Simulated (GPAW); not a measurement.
# Optical response of TiPt3, part 2 of 2

Aim: the dielectric function of TiPt3, and the optical constants that follow from it. The cell comes from an older database entry, whose edges can differ from later determinations, mostly by under a per cent.

GPAW 26.7.0; DFT, revPBE, plane-wave PAW (GPAW data sets), scalar-relativistic, RPA, optical limit.

So far. Step 2 (Ground state): There are states at the Fermi level within the smearing, so the occupations stay smeared and the carriers get a Drude term.

The database entry behind the starting cell is an old determination (1943), so it need not match the best structure at ambient conditions.

## 4. Dielectric function, RPA

Local fields let the induced charge screen the field inside the cell, which as a rule lowers ε, most along directions where the density is uneven.

This step: DFT, revPBE, plane-wave PAW (GPAW data sets), scalar-relativistic, RPA, optical limit (GPAW 26.7.0).

Contents of df.py:

```python
from gpaw.response.df import DielectricFunction

df = DielectricFunction('full.gpw', frequencies={'type': 'nonlinear', 'domega0': 0.03, 'omega2': 8},
                        ecut=30,
                        eta=0.1,
                        nbands=60,
                        rate=0.03,
                        txt='df.txt')
for direction in ['x']:
    df.get_dielectric_function(xc='RPA', direction=direction, filename=f'df_{direction}.csv')
```

Run with:

```console
> OMP_NUM_THREADS=1 python df.py
```

The log of the run:

```text
Using integrator: PointIntegrator
NonLinearFrequencyDescriptor(from 0.000 to 89.005 eV, 530 points)
Nonperiodic BCs:  [False False False]
Using integrator: PointIntegrator
NonLinearFrequencyDescriptor(from 0.000 to 89.005 eV, 530 points)
Nonperiodic BCs:  [False False False]
Using integrator: PointIntegrator

Calculating chi0 body with:
    Ground state adapter containing:
    Number of spins: 1
    Number of kpoints: 512
    Number of irreducible kpoints: 35
    Number of completely occupied states: 25
    Number of partially occupied states: 33

    Linear response parametrization:
    q_c: [0.0, 0.0, 0.0]
    Number of frequency points: 530
    Planewave cutoff: 30.0
    Number of bands: 60
    Number of planewaves: 27
    Broadening (eta): 0.1

Integrating chi0 body.

Symmetries of q_c:
    Direct symmetries (Uq -> q): 48
    Indirect symmetries (TUq -> q): 0
In total 48 allowed symmetries.

35 groups of equivalent kpoints. 93.1640625% reduction.

Integral kind: spectral function

Calculating chi0 optical extensions with:
    Ground state adapter containing:
    Number of spins: 1
    Number of kpoints: 512
    Number of irreducible kpoints: 35
    Number of completely occupied states: 25
    Number of partially occupied states: 33

    Linear response parametrization:
    Number of frequency points: 530
    Planewave cutoff: 30.0
    Number of bands: 60
    Number of planewaves: 27
    Broadening (eta): 0.1
Integrating chi0 head and wings.

Symmetries of q_c:
    Direct symmetries (Uq -> q): 48
    Indirect symmetries (TUq -> q): 0
In total 48 allowed symmetries.

35 groups of equivalent kpoints. 93.1640625% reduction.

Integral kind: spectral function wings

Calculating drude chi0 with:
    Number of frequency points:530
    Plasma frequency decay rate: 0.03 eV

    Ground state adapter containing:
    Number of spins: 1
    Number of kpoints: 512
    Number of irreducible kpoints: 35
    Number of completely occupied states: 25
    Number of partially occupied states: 33

Symmetries of q_c:
    Direct symmetries (Uq -> q): 48
    Indirect symmetries (TUq -> q): 0
In total 48 allowed symmetries.

35 groups of equivalent kpoints. 93.1640625% reduction.

Integral kind: intraband
Plasma frequency:
[[3.31+0.j 0.  +0.j 0.  +0.j]
 [0.  +0.j 3.31+0.j 0.  +0.j]
 [0.  +0.j 0.  +0.j 3.31+0.j]]
```

It took 9.5 s on 1 thread of Intel Xeon 6975P-C (Granite Rapids), shared host; peak memory 0.26 GiB.

Some rows of df_x.csv (energy; Re and Im without local fields; Re and Im with them):

```text
0.000000, 12384.847859, 0.000000, 12384.552801, 0.000000
0.460735, -9.753043, 20.277561, -10.089898, 20.253589
0.943989, 19.783645, 26.803151, 19.447253, 26.677122
1.451455, 27.630948, 26.023195, 27.298444, 25.972938
1.984998, 8.270432, 34.690755, 7.866454, 34.433872
2.546682, 2.463042, 35.040221, 2.002568, 34.555717
3.138794, -9.838198, 22.829724, -9.668989, 22.458489
3.763875, -10.112244, 12.209393, -10.020664, 11.980040
4.424758, -5.921580, 7.989755, -5.747634, 7.872822
5.124608, -4.235405, 5.495462, -4.121103, 5.500708
5.866977, -3.330768, 5.381696, -3.271810, 5.417803
6.655862, -1.983098, 4.572893, -1.928074, 4.599753
7.495775, -1.307499, 4.532568, -1.317824, 4.544457
8.391833, -0.724847, 3.416937, -0.751823, 3.460714
9.349861, -1.269938, 3.547954, -1.320962, 3.548457
10.376517, -0.703446, 2.428384, -0.759151, 2.473357
11.479449, -0.883474, 1.693258, -1.036280, 1.622518
12.667487, -0.299049, 1.693195, -0.464833, 1.570658
13.950874, -0.262515, 1.521747, -0.323909, 1.429443
```

The Im ε, E ∥ x has structure finer than the step of the table below, so its rows give means over 0.5 eV, whole bins alone (the curve runs from 0.305 to 15.0 eV). Peaks (eV: height): 0.78: 33.0, 1.88: 40.3, 2.39: 39.2.

Sum at mesh points, not converged in k. Table of Im ε, E ∥ x by photon energy; means over each step:

| photon energy (eV) | Im ε, E ∥ x |
| --- | --- |
| 1.0 | 27.9 |
| 1.5 | 29.2 |
| 2.0 | 34.6 |
| 2.5 | 36.5 |
| 3.0 | 25.8 |
| 3.5 | 17.1 |
| 4.0 | 10.9 |
| 4.5 | 8.18 |
| 5.0 | 6.38 |
| 5.5 | 5.76 |
| 6.0 | 4.75 |
| 6.5 | 4.63 |
| 7.0 | 4.29 |
| 7.5 | 4.50 |
| 8.0 | 3.86 |
| 8.5 | 3.60 |
| 9.0 | 3.67 |
| 9.5 | 3.47 |
| 10.0 | 2.60 |
| 10.5 | 2.56 |
| 11.0 | 2.10 |
| 11.5 | 1.68 |
| 12.0 | 1.87 |
| 12.5 | 1.97 |
| 13.0 | 1.63 |
| 13.5 | 1.76 |
| 14.0 | 1.39 |
| 14.5 | 1.50 |

Values under 1 per cm are given as 1; sum at mesh points, not converged in k. Table of absorption coefficient, E ∥ x by photon energy:

| photon energy (eV) | absorption coefficient, E ∥ x (1/cm) |
| --- | --- |
| 0.492 | 1.6e5 |
| 1.010 | 2.8e5 |
| 1.486 | 3.7e5 |
| 1.985 | 7.5e5 |
| 2.508 | 1.0e6 |
| 3.018 | 1.3e6 |
| 3.510 | 1.4e6 |
| 3.980 | 1.3e6 |
| 4.516 | 1.2e6 |
| 4.981 | 1.3e6 |
| 5.515 | 1.2e6 |
| 6.021 | 1.2e6 |
| 6.494 | 1.2e6 |
| 6.985 | 1.1e6 |
| 7.496 | 1.3e6 |
| 8.026 | 1.4e6 |
| 8.516 | 1.3e6 |
| 9.023 | 1.4e6 |
| 9.483 | 1.5e6 |
| 10.026 | 1.5e6 |
| 10.519 | 1.5e6 |
| 11.029 | 1.4e6 |
| 11.479 | 1.4e6 |
| 12.023 | 1.2e6 |
| 12.504 | 1.5e6 |
| 13.000 | 1.2e6 |
| 13.512 | 1.4e6 |
| 14.040 | 1.2e6 |
| 14.493 | 1.2e6 |

The Im ε, E ∥ x has structure finer than the step of the table below, so its rows give means over 0.5 eV, whole bins alone (the curve runs from 0.305 to 15.0 eV). Peaks (eV: height): without local fields 0.78: 33.1, 1.88: 40.5, 2.39: 39.6; with local fields 0.78: 33.0, 1.88: 40.3, 2.39: 39.2.

Sum at mesh points, not converged in k. The Im ε, E ∥ x by photon energy; means over each step:

| photon energy (eV) | without local fields | with local fields |
| --- | --- | --- |
| 1.0 | 28.0 | 27.9 |
| 1.5 | 29.3 | 29.2 |
| 2.0 | 34.9 | 34.6 |
| 2.5 | 37.0 | 36.5 |
| 3.0 | 26.3 | 25.8 |
| 3.5 | 17.4 | 17.1 |
| 4.0 | 11.2 | 10.9 |
| 4.5 | 8.28 | 8.18 |
| 5.0 | 6.39 | 6.38 |
| 5.5 | 5.75 | 5.76 |
| 6.0 | 4.73 | 4.75 |
| 6.5 | 4.62 | 4.63 |
| 7.0 | 4.26 | 4.29 |
| 7.5 | 4.48 | 4.50 |
| 8.0 | 3.83 | 3.86 |
| 8.5 | 3.55 | 3.60 |
| 9.0 | 3.63 | 3.67 |
| 9.5 | 3.44 | 3.47 |
| 10.0 | 2.57 | 2.60 |
| 10.5 | 2.50 | 2.56 |
| 11.0 | 2.07 | 2.10 |
| 11.5 | 1.74 | 1.68 |
| 12.0 | 1.92 | 1.87 |
| 12.5 | 2.05 | 1.97 |
| 13.0 | 1.76 | 1.63 |
| 13.5 | 1.91 | 1.76 |
| 14.0 | 1.50 | 1.39 |
| 14.5 | 1.65 | 1.50 |

The loss function −Im 1/ε at q → 0, E ∥ x has structure finer than the step of the table below, so its rows give means over 0.5 eV, whole bins alone (the curve runs from 0.305 to 15.0 eV). Peaks (eV: height): 11.71: 0.671, 13.00: 0.618, 14.13: 0.826.

Sum at mesh points, not converged in k. Loss function −Im 1/ε at q → 0, E ∥ x against energy loss; means over each step:

| energy loss (eV) | loss function −Im 1/ε at q → 0, E ∥ x |
| --- | --- |
| 1.0 | 0.0254 |
| 1.5 | 0.0211 |
| 2.0 | 0.0258 |
| 2.5 | 0.0268 |
| 3.0 | 0.0344 |
| 3.5 | 0.0434 |
| 4.0 | 0.0600 |
| 4.5 | 0.0835 |
| 5.0 | 0.101 |
| 5.5 | 0.138 |
| 6.0 | 0.161 |
| 6.5 | 0.189 |
| 7.0 | 0.217 |
| 7.5 | 0.205 |
| 8.0 | 0.225 |
| 8.5 | 0.262 |
| 9.0 | 0.252 |
| 9.5 | 0.247 |
| 10.0 | 0.305 |
| 10.5 | 0.334 |
| 11.0 | 0.396 |
| 11.5 | 0.504 |
| 12.0 | 0.537 |
| 12.5 | 0.477 |
| 13.0 | 0.604 |
| 13.5 | 0.561 |
| 14.0 | 0.707 |
| 14.5 | 0.662 |

The reflectivity at normal incidence, E ∥ x has structure finer than the step of the table below, so its rows give means over 0.5 eV, whole bins alone (the curve runs from 0.305 to 15.0 eV). Peaks (eV: height): 2.90: 67.1, 7.91: 39.7, 9.75: 42.4, 10.74: 38.6, 11.48: 37.4, 12.50: 31.5.

Sum at mesh points, not converged in k. The reflectivity at normal incidence, E ∥ x by photon energy; means over each step:

| photon energy (eV) | reflectivity at normal incidence, E ∥ x (%) |
| --- | --- |
| 1.0 | 54.3 |
| 1.5 | 55.3 |
| 2.0 | 58.5 |
| 2.5 | 62.1 |
| 3.0 | 65.4 |
| 3.5 | 65.1 |
| 4.0 | 62.6 |
| 4.5 | 57.6 |
| 5.0 | 56.4 |
| 5.5 | 47.5 |
| 6.0 | 46.7 |
| 6.5 | 40.4 |
| 7.0 | 36.0 |
| 7.5 | 37.1 |
| 8.0 | 38.5 |
| 8.5 | 33.0 |
| 9.0 | 34.3 |
| 9.5 | 37.4 |
| 10.0 | 37.7 |
| 10.5 | 34.1 |
| 11.0 | 33.5 |
| 11.5 | 31.9 |
| 12.0 | 20.8 |
| 12.5 | 27.8 |
| 13.0 | 21.8 |
| 13.5 | 22.1 |
| 14.0 | 20.8 |
| 14.5 | 16.0 |

At chosen wavelengths:

| wavelength (nm) | n | k | R (%) | 1/α |
| --- | --- | --- | --- | --- |
| 1550 | 5.07 | 3.173 | 56.8 | 39 nm |
| 800 | 5.83 | 2.920 | 57.7 | 22 nm |
| 633 | 4.76 | 3.782 | 59.9 | 13 nm |
| 450 | 3.74 | 4.557 | 65.4 | 7.9 nm |
| 405 | 2.83 | 4.122 | 64.3 | 7.8 nm |
| 308 | 1.83 | 3.281 | 61.0 | 7.5 nm |
| 193 | 1.29 | 1.854 | 40.6 | 8.3 nm |

A polished face would reflect 59 % of daylight and look light grey (CIE x = 0.304, y = 0.318 under D65).

## 5. What came out

In words: At this level (revPBE, RPA) TiPt3 is a metal. The mesh is too coarse to trust the carriers' weight, the reflectivity or the colour to better than tens of per cent. A polished face would reflect 59 % of daylight and look light grey (CIE x = 0.304, y = 0.318 under D65). The carriers' damping of 0.03 eV is typed, not computed; it shapes the response at the lowest energies. Spin-orbit coupling is left out although heavy atoms are present. In this version of GPAW the matrix elements of the optical limit are incomplete, which can lower ε − 1 by up to a tenth where first-row anions or d states rule, and shift it by more in d metals. GPAW's carrier term has the form −ωp²/(ω + i·rate)², which damps like twice the rate and fails at low energy, so the curves leave the lowest energies out. The sum runs over mesh points 0.20 Å⁻¹ apart with no interpolation, so peaks are partly noise of the mesh, and the Drude plasma energy, a sum over the Fermi surface, isn't converged.

[Machine, clock and banner lines and Python warnings are left out of the logs.]

[Logs are printed without paths, hosts, clocks, repeated set-up lines and the standing remarks that a program may print on its own settings, such as how far it seeks lower states.]

[Hosts, paths, dates, database ids (printed as entryN), source tags and the programs' standing remarks are cut or masked in the printed files.]
